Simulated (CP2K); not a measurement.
Consider 1,2,4-triazole at its PBE geometry (Å).

```xyz
8

C     1.2470   -0.0166    0.0059
N     0.5217    1.1452    0.0023
C    -0.7322    0.7016   -0.0027
N    -0.7410   -0.6565   -0.0007
N     0.5297   -1.1413    0.0030
H     2.3321   -0.0407    0.0113
H    -1.6319    1.3083   -0.0090
H    -1.5253   -1.3000   -0.0101
```

Method: CP2K XAS_TDP, all-electron GAPW, PBEh(45%), aug-cc-pVDZ, TDA, no relativity.

Predict the bright core excitations at the N K edge.

Leading lines: N2 395.86 eV, N4 398.30 eV and N5 396.20 eV. The leading line of an atom is its first one with 35 % of the strongest within 2.5 eV of its lowest line over the strength cut. 

The first six lines of each atom with a strength over 0.0015:

| atom | energy (eV) | states | strength, one atom |
| --- | --- | --- | --- |
| N2 (bonded to 2 C) | 395.86 | 1 | 0.0508 |
|  | 398.10 | 1 | 0.0030 |
|  | 399.63 | 1 | 0.0020 |
|  | 400.80 | 1 | 0.0016 |
|  | 400.94 | 1 | 0.0029 |
|  | 401.94 | 1 | 0.0035 |
| N4 (bonded to C, N and H) | 398.30 | 1 | 0.0365 |
|  | 400.05 | 1 | 0.0166 |
|  | 402.25 | 1 | 0.0081 |
|  | 402.62 | 1 | 0.0130 |
|  | 402.95 | 1 | 0.0047 |
|  | 403.33 | 1 | 0.0036 |
| N5 (bonded to C and N) | 396.20 | 1 | 0.0511 |
|  | 399.53 | 1 | 0.0080 |
|  | 400.38 | 1 | 0.0155 |
|  | 400.72 | 1 | 0.0097 |
|  | 400.89 | 1 | 0.0059 |
|  | 401.41 | 2 | 0.0047 |

Lines are vertical, at one geometry, with no vibrational structure. Without a correction of the core level, line positions, and the gaps between valence and Rydberg lines, follow the share of exact exchange. At this level such K lines come out 3 to 6 eV under measured ones. These values hold no scalar relativity, about 0.2 eV for N 1s. Rydberg lines, and the discretised continuum above threshold, depend on the basis and the box.

[Banner, clock and machine lines of the logs are left out without a mark of their own.]

[Logs are printed without paths, hosts, clocks, repeated set-up lines and the standing remarks that a program may print on its own settings, such as how far it seeks lower states.]

[Hosts, paths, dates, database ids (printed as entryN), source tags and the programs' standing remarks are cut or masked in the printed files.]
